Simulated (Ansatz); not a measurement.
# Selenium (P3_121, 3 atoms a cell): G0W0 under other settings

Aim: change settings of a G0W0 run on Selenium (P3_121, 3 atoms a cell) and see what moves.

Program: Ansatz 0.2.0. Level of theory: G0W0 on PBE, plane waves, PAW; PAW set soft_1. Results are calculated unless marked as measured.

### Step 1. The structure

The structure is trigonal, space group P3_121 (No. 152). The conventional cell has a = 4.366 Å, b = 4.366 Å, c = 4.954 Å, α = 90.00°, β = 90.00°, γ = 120.00°. Nearest to Se lie 2 Se at 2.37 Å.

The cell and positions come from the Crystallography Open Database and are kept as given unless a step says otherwise.

### Step 2. The base run: 6×6×4 mesh, 185 empty bands, screening to 100 eV, PAW set soft_1 files

G0W0 replaces the xc potential by the self-energy, built once from these orbitals. Only a window of levels is corrected, while the sums run over the empty bands that the input names. This step takes PAW set soft_1 files.

input.yaml reads:

```yaml
crystal:
  lattice:
    - [4.3662, 0.0, 0.0]
    - [-2.1831, 3.781240118, 0.0]
    - [0.0, 0.0, 4.9536]
  atoms:
    - { symbol: Se, position: [0.2254, 0.0, 0.3333333333] }
    - { symbol: Se, position: [0.0, 0.2254, 0.6666666667] }
    - { symbol: Se, position: [0.7746, 0.7746, 0.0] }
kpoints:
  mp_grid: { grid: [6, 6, 4] }
hamiltonian:
  xc: pbe
  pseudopotentials: { kind: paw, azcp: { folder: soft_1 } }
scf:
  occupations: { method: fixed }
gw:
  n_empty_bands: 185
  ecut_chi: 100
  qp_bands: [v2, c2]
  qp_kpoints: band_edges
  screening: { model: contour_deformation }
```

Run with:

```
$ ansatz run input.yaml --threads 2 --pin off --max-ram 92160MiB --backend cuda --events-out ev --progress --plain --runs-dir out --devices 1 --max-vram 13GiB
```

Numbers of over 12 decimals in the logs are rounded to 6 here.

Log:

```text
GPUs: using 1 of 1 available (devices: 1).
Engine: ansatz 0.2.0, x86_64-unknown-linux-gnu
Pseudopotentials: kind: paw
Pseudopotential: Se, paw, valence charge 16, recommended cutoff 420 eV (normal), soft_1/Se.paw.azcp
Functional definition: PBE
  parameter kappa = 0.804
  parameter beta = 0.066725
  exchange = pbe_x(kappa = kappa, mu = beta*pi^2/3)
  correlation = pbe_c(beta = beta)
device memory: the entry about to start is reckoned to put 0.9 GiB on a device that reports 68.5 GiB free (of which the cap on the GPU budget leaves the run 13.0 GiB)
GPU FFT provider: cuFFT
GPU libraries: cuBLAS 13.8.2, cuFFT 12.4.0, cuSOLVER 12.3.4
Crystal: 3 atoms, lattice volume = 81.782 Å³
Basis set: ecut = 420 eV, 1583 PW (Γ)
Bands: 29, of which v1, the nominal top of the filled ones, is band 24 counted from 1 (23 counted from 0)
Symmetry: 6 space group operations
Space group: P3121 (ITA 152), of the structure as read, at distance tolerance 4.3e-5 Å
k-points: 24 of 144 (time reversal used)
Non-local potential: Se, projectors of the file, l = 0: 2, l = 1: 2, l = 2: 3, l = 3: 1
PAW form: soft (Blöchl's): semilocal exchange-correlation on the pseudo side does not see the compensation charge
PAW one-centre angular grid: Se, 590 points (default); XC on 64 Gauss nodes
Initial density: superposition of atomic densities (chi_scale 0.1, normalization cell)
Initial wavefunctions: pseudopotential atomic-orbital guess
GPU buffer pool allocated for 32400 grid points (all kernels)
GPU transforms: local potential and band sums: pruned to the plane-wave sphere, on 30×30×36
Functional: x = pbe(κ = 0.804, μ = 0.219515), c = pbe(β = 0.066725)
SCF iter   1: F=—  HF=-16407.299670 eV  |F-HF|=—  |Δ(HF+E_count)|=         —  Δρ=2.78e-2  dr2=3.89e-1  ethr=3.10e-3  ⟨swp⟩=4.7  Hψ=2552  notcnv=0  defer=56
preconditioner: auto → Resta (q_TF=auto, 2.496 Å⁻¹)  ε∞=3.8  [insulator: Δε(μ)=1.127 eV  Ē_g=10.457 eV  n_scr=20 (ndim 8)  ℏωp=17.4 eV  f_vac=0.063  ε∞_Penn≈3.8]
SCF iter   2: F=—  HF=-16407.242376 eV  |F-HF|=—  |Δ(HF+E_count)|=   5.73e-2  Δρ=1.54e-2  dr2=1.23e-1  ethr=8.11e-4  ⟨swp⟩=2.0  Hψ=939  notcnv=0  defer=67
SCF iter   3: F=—  HF=-16407.226581 eV  |F-HF|=—  |Δ(HF+E_count)|=   1.58e-2  Δρ=1.57e-3  dr2=1.72e-3  ethr=2.56e-4  ⟨swp⟩=2.4  Hψ=878  notcnv=0  defer=69
SCF iter   4: F=—  HF=-16407.227419 eV  |F-HF|=—  |Δ(HF+E_count)|=   8.38e-4  Δρ=6.17e-4  dr2=2.29e-4  ethr=3.58e-6  ⟨swp⟩=2.0  Hψ=1297  notcnv=0  defer=71
SCF iter   5: F=—  HF=-16407.227546 eV  |F-HF|=—  |Δ(HF+E_count)|=   1.27e-4  Δρ=2.01e-4  dr2=3.77e-5  ethr=4.77e-7  ⟨swp⟩=2.0  Hψ=1297  notcnv=0  defer=71
SCF iter   6: F=—  HF=-16407.227618 eV  |F-HF|=—  |Δ(HF+E_count)|=   7.28e-5  Δρ=5.28e-5  dr2=2.41e-6  ethr=7.86e-8  ⟨swp⟩=2.0  Hψ=888  notcnv=0  defer=46
[...]
E_xc         = -253.943232
  E_vxc        = -269.212467  (∫ρ·V_xc dr)
  E_paw        = -6390.993711  (= ΣΔE_a)
  E_vpaw       = -566.212201  (= ΣTr[D̂ρ^β])
  E_aug_tail   = -0.001113  (compensation charges beyond the density's cutoff)
  E_ewald      = -4981.574654
  E_smearing   = -0.000000  (= −TS)
  E_closure    = 0.000000  (closes the sum)
  Σ components = -16407.227624   (vs F -16407.227624, Δ=0.00e0)
--- Band table (eV; the first three rows and the last of 24) ---
  k-point 0: bands = [... 20 lower, 2.7575, 4.4707, 4.4707, 6.1043, 8.4024, 8.4024, 8.6787, 12.6864, ... 1 higher]
  k-point 1: bands = [... 20 lower, 3.0174, 4.5681, 4.9450, 5.6795, 7.9720, 8.0427, 8.2135, 13.2633, ... 1 higher]
  k-point 2: bands = [... 20 lower, 3.1291, 4.9683, 4.9683, 5.3905, 7.7285, 7.7285, 7.7960, 12.7991, ... 1 higher]
  k-point 23: bands = [... 20 lower, 1.5638, 5.5293, 6.2984, 6.2984, 7.5497, 9.2295, 9.2295, 13.1808, ... 1 higher]
--- G₀W₀: contour deformation, 7 samples at zero and on the imaginary axis and 1 off it, 144 q-points, 185 empty bands' worth ---
  eigenvalues of the whole cell's RPA ε∞ on this k-mesh (on a slab, of 1 + 4πα/V) = 9.1411, 9.1411, 13.7136; static W/v taken at q = 0 is 0.091433
  bands read: the sum over 209 bands ends inside a degenerate multiplet in 2 slots, whose members it reads at an even weight; the widest, k=2: bands 209 to 210 (counted from 1) at 1/2 each
  gw.qp_kpoints: band_edges: 12 of 24 stored k-points solved, in 1 pass; an edge of the gap read off the rows below is read off those points alone
    valence top: of the k-points left out ik 18 came nearest to being solved in a further pass, in band 24 (counted from 1, as in the quasiparticle table): it holds the edge there only if its correction is more favourable than any solved in that band by at least 0.525 eV; those differ by 0.107 eV
    conduction bottom: of the k-points left out ik 4 came nearest to being solved in a further pass, in band 25 (counted from 1, as in the quasiparticle table): it holds the edge there only if its correction is more favourable than any solved in that band by at least 0.435 eV; those differ by 0.131 eV
    ik  band        ε_KS         Σx   Σc(E_QP)       V_xc       Z   E_QP_lin       E_QP  E_QP is
     0    23      4.4707   -17.1437     2.7549   -13.9114  0.6816     3.9796     3.9933  root
     0    24      6.1043   -17.6169     2.1321   -15.0073  0.7221     5.6203     5.6269  root
     0    25      8.4024   -10.7755    -3.9501   -15.0568  0.7267     8.7369     8.7336  root
     0    26      8.4024   -10.7755    -3.9501   -15.0568  0.7267     8.7369     8.7336  root
     1    23      4.9450   -17.3243     2.5396   -14.2959  0.7011     4.4459     4.4561  root
     1    24      5.6795   -17.3244     2.2206   -14.6267  0.7153     5.1947     5.2025  root
     1    25      7.9720    -9.9361    -3.6808   -13.8659  0.7455     8.2223     8.2210  root
     1    26      8.0427   -10.6982    -3.7108   -14.6945  0.7323     8.3303     8.3282  root
[...]
23    23      6.2984   -17.4559     1.4832   -15.5637  0.7336     5.8856     5.8895  root
    23    24      6.2984   -17.4559     1.4832   -15.5637  0.7336     5.8856     5.8895  root
    23    25      7.5497   -11.3279    -3.4304   -15.0623  0.7435     7.8556     7.8537  root
    23    26      9.2295   -10.7515    -4.0778   -15.1531  0.7119     9.5576     9.5532  root
[key lines of the parts left out:]
SCF converged after 7 iterations
Free energy (F): -16407.227624 eV
Fermi energy:    6.527454 eV
```

Wall time 33 s (1 × NVIDIA H100 80GB HBM3 (shared by 6 runs) with 2 threads of AMD EPYC 7R13 (Zen 3), shared host); peak memory 1.3 GiB.

This step gave:

- bands summed: 209
- RPA ε∞ on this mesh (eigenvalues): 9.141, 9.141, 13.71
- plane waves in the screening matrix: 201
- q-points in the mesh: 144
- G0W0 gap on the mesh: 1.703 eV
- k of the valence top: 0, -0.5, -0.5
- k of the conduction bottom: 0.3333, 0.3333, -0.5
- starting gap on the mesh: 1.022 eV
- Z at the valence top: 0.7387
- Z at the conduction bottom: 0.7435
- least direct G0W0 gap on the computed points: 1.964 eV

The gap on the mesh goes from 1.02 eV to 1.70 eV, a correction of +0.68 eV. Between the two edge states, bare exchange in place of the xc potential would open the gap by 5.37 eV, and correlation takes back 4.69 eV.

### Step 3. Variant: all filled levels at the zone centre

Edit input.yaml of step 2 so:

```diff
@@ -19,4 +19,4 @@
   ecut_chi: 100
-  qp_bands: [v2, c2]
-  qp_kpoints: band_edges
+  qp_bands: [lowest, c2]
+  qp_kpoints: [[0, 0, 0]]
   screening: { model: contour_deformation }
```

Log:

```text
GPUs: using 1 of 1 available (devices: 1).
[...]
GPU FFT provider: cuFFT
GPU libraries: cuBLAS 13.8.2, cuFFT 12.4.0, cuSOLVER 12.3.4
Crystal: 3 atoms, lattice volume = 81.782 Å³
Basis set: ecut = 420 eV, 1583 PW (Γ)
Bands: 29, of which v1, the nominal top of the filled ones, is band 24 counted from 1 (23 counted from 0)
[... 1 set-up line as in the run before ...]
[...]
k-points: 24 of 144 (time reversal used)
[...]
GPU buffer pool allocated for 32400 grid points (all kernels)
[...]
SCF iter   1: F=—  HF=-16407.299670 eV  |F-HF|=—  |Δ(HF+E_count)|=         —  Δρ=2.78e-2  dr2=3.89e-1  ethr=3.10e-3  ⟨swp⟩=4.7  Hψ=2552  notcnv=0  defer=56
[...]
SCF iter   7: F=-16407.227624 eV  HF=-16407.227624 eV  |F-HF|=1.06e-7  |Δ(HF+E_count)|=   5.52e-6  Δρ=1.06e-5  dr2=6.76e-8  ethr=2.08e-10  ⟨swp⟩=7.1  Hψ=3165  notcnv=0
SCF 1 converged in 7 iterations: F = -16407.227624 eV  dr2 = 6.76e-8
[...]
NSCF: frozen V_eff on 24 k-points, pencils in batches of 32, up to order 116
[...]
NSCF: frozen V_eff on 24 k-points
G₀W₀ screening: q 1/24
[... further progress lines ...]
SCF converged after 7 iterations
Free energy (F): -16407.227624 eV
[...]
Internal energy: -16407.227624 eV  (E = F + TS)
E sigma→0 (E₀):  -16407.227624 eV
Fermi energy:    6.527454 eV
[...]
--- Band table (eV; the first three rows and the last of 24) ---
  k-point 0: bands = [... 20 lower, 2.7575, 4.4707, 4.4707, 6.1043, 8.4024, 8.4024, 8.6787, 12.6864, ... 1 higher]
[...]
0     2    -41.7515   -72.6258    14.0986   -54.6111  0.6085   -46.3905   -45.6677  root ?
     0     3    -41.7143   -72.6926    14.0984   -54.6908  0.6096   -46.3586   -45.6177  root ?
     0     4    -41.7082   -72.7057    14.0940   -54.7019  0.6098   -46.3560   -45.6181  root ?
     0     5    -41.7082   -72.7057    14.0940   -54.7019  0.6098   -46.3560   -45.6181  root ?
     0     6    -41.6603   -72.8180    14.0802   -54.8070  0.6119   -46.3392   -45.5911  root ?
     0     7    -41.5324   -72.7748    14.1354   -54.7489  0.6083   -46.1792   -45.4230  root ?
     0     8    -41.5274   -72.7852    14.1335   -54.7590  0.6084   -46.1749   -45.4200  root ?
[...]
0    13    -41.4518   -72.7964    14.1543   -54.7476  0.6070   -46.0937   -45.3463  root ?
     0    14    -41.4257   -72.8542    14.1476   -54.8035  0.6079   -46.0811   -45.3287  root ?
     0    15    -41.4257   -72.8542    14.1476   -54.8035  0.6079   -46.0811   -45.3287  root ?
     0    16     -9.3288   -24.2028     8.0605   -16.1510  0.5833    -9.3201    -9.3200  root ?
     0    17     -5.2127   -23.8038     6.1060   -17.5512  0.6176    -5.3608    -5.3594  root
     0    18     -5.2127   -23.8038     6.1060   -17.5512  0.6176    -5.3608    -5.3594  root
     0    19      2.6782   -18.2641     2.4385   -15.4537  0.6980     2.3056     2.3062  root
     0    20      2.6782   -18.2641     2.4385   -15.4537  0.6980     2.3056     2.3062  root
     0    21      2.7575   -17.0967     2.7676   -13.8967  0.6865     2.3196     2.3251  root
     0    22      4.4707   -17.1437     2.7549   -13.9114  0.6816     3.9796     3.9933  root
     0    23      4.4707   -17.1437     2.7549   -13.9114  0.6816     3.9796     3.9933  root
     0    24      6.1043   -17.6169     2.1321   -15.0073  0.7221     5.6203     5.6269  root
     0    25      8.4024   -10.7755    -3.9501   -15.0568  0.7267     8.7369     8.7336  root
     0    26      8.4024   -10.7755    -3.9501   -15.0568  0.7267     8.7369     8.7336  root
```

Elapsed: 21 s, on 1 × NVIDIA H100 80GB HBM3 (shared by 6 runs) with 2 threads; peak memory 1.3 GiB.

Absolute levels on the run's own zero. QP, by row:

| k index | band | KS (eV) | Sigma_x (eV) | Sigma_c (eV) | Vxc (eV) | Z | QP linearised (eV) | QP (eV) | source | doubts |
| --- | --- | --- | --- | --- | --- | --- | --- | --- | --- | --- |
| 0 | 1 | -41.75 | -72.63 | 14.1 | -54.61 | 0.6085 | -46.39 | -45.67 | root | energies_apart |
| 0 | 2 | -41.75 | -72.63 | 14.1 | -54.61 | 0.6085 | -46.39 | -45.67 | root | energies_apart |
| 0 | 3 | -41.71 | -72.69 | 14.1 | -54.69 | 0.6096 | -46.36 | -45.62 | root | energies_apart |
| 0 | 4 | -41.71 | -72.71 | 14.09 | -54.7 | 0.6098 | -46.36 | -45.62 | root | energies_apart |
| 0 | 5 | -41.71 | -72.71 | 14.09 | -54.7 | 0.6098 | -46.36 | -45.62 | root | energies_apart |
| 0 | 6 | -41.66 | -72.82 | 14.08 | -54.81 | 0.6119 | -46.34 | -45.59 | root | energies_apart |
| 0 | 7 | -41.53 | -72.77 | 14.14 | -54.75 | 0.6083 | -46.18 | -45.42 | root | energies_apart |
| 0 | 8 | -41.53 | -72.79 | 14.13 | -54.76 | 0.6084 | -46.17 | -45.42 | root | energies_apart |
| 0 | 9 | -41.53 | -72.79 | 14.13 | -54.76 | 0.6084 | -46.17 | -45.42 | root | energies_apart |
| 0 | 10 | -41.48 | -72.8 | 14.14 | -54.77 | 0.607 | -46.12 | -45.37 | root | energies_apart |
| 0 | 11 | -41.48 | -72.8 | 14.14 | -54.77 | 0.607 | -46.12 | -45.37 | root | energies_apart |
| 0 | 12 | -41.48 | -72.81 | 14.14 | -54.77 | 0.6072 | -46.12 | -45.37 | root | energies_apart |
| 0 | 13 | -41.45 | -72.8 | 14.15 | -54.75 | 0.607 | -46.09 | -45.35 | root | energies_apart |
| 0 | 14 | -41.43 | -72.85 | 14.15 | -54.8 | 0.6079 | -46.08 | -45.33 | root | energies_apart |
| 0 | 15 | -41.43 | -72.85 | 14.15 | -54.8 | 0.6079 | -46.08 | -45.33 | root | energies_apart |
| 0 | 16 | -9.329 | -24.2 | 8.06 | -16.15 | 0.5833 | -9.32 | -9.32 | root | z_under_floor |
| 0 | 17 | -5.213 | -23.8 | 6.106 | -17.55 | 0.6176 | -5.361 | -5.359 | root |  |
| 0 | 18 | -5.213 | -23.8 | 6.106 | -17.55 | 0.6176 | -5.361 | -5.359 | root |  |
| 0 | 19 | 2.678 | -18.26 | 2.438 | -15.45 | 0.698 | 2.306 | 2.306 | root |  |
| 0 | 20 | 2.678 | -18.26 | 2.438 | -15.45 | 0.698 | 2.306 | 2.306 | root |  |
| 0 | 21 | 2.757 | -17.1 | 2.768 | -13.9 | 0.6865 | 2.32 | 2.325 | root |  |
| 0 | 22 | 4.471 | -17.14 | 2.755 | -13.91 | 0.6816 | 3.98 | 3.993 | root |  |
| 0 | 23 | 4.471 | -17.14 | 2.755 | -13.91 | 0.6816 | 3.98 | 3.993 | root |  |
| 0 | 24 | 6.104 | -17.62 | 2.132 | -15.01 | 0.7221 | 5.62 | 5.627 | root |  |
| 0 | 25 | 8.402 | -10.78 | -3.95 | -15.06 | 0.7267 | 8.737 | 8.734 | root |  |
| 0 | 26 | 8.402 | -10.78 | -3.95 | -15.06 | 0.7267 | 8.737 | 8.734 | root |  |

Against the base:

| setting | base | variant |
| --- | --- | --- |
| levels asked | v2 to c2 | lowest to c2 |
| points asked | band edges | [[0, 0, 0]] |

### Step 4. What came out

| Quantity | Value |
| --- | --- |
| base | 1.70 eV, 33 s |
| all filled levels at the zone centre | direct gap at the listed points 3.11 eV, 21 s |

All filled levels at the zone centre: only the listed points were computed; the least direct gap there is 3.11 eV, with levels asked and points asked changed against the base. All runs here use a coarse mesh and modest cutoffs; they test settings and are not final values. The many-body steps are scalar-relativistic: spin-orbit coupling is not in them.

[Paths, hosts, dates, memory and timing lines, banners, echoed tables and standing remarks are left out of the program output.]

[Logs are printed without paths, hosts, clocks, repeated set-up lines and the standing remarks that a program may print on its own settings, such as how far it seeks lower states.]

[Runs of the session that timed out or met a known fault of the program may be left out.]

[Cells called generated may have been cut or substituted from an entry of the Crystallography Open Database or the Materials Project.]

[Hosts, paths, dates, database ids (printed as entryN), source tags and the programs' standing remarks are cut or masked in the printed files.]
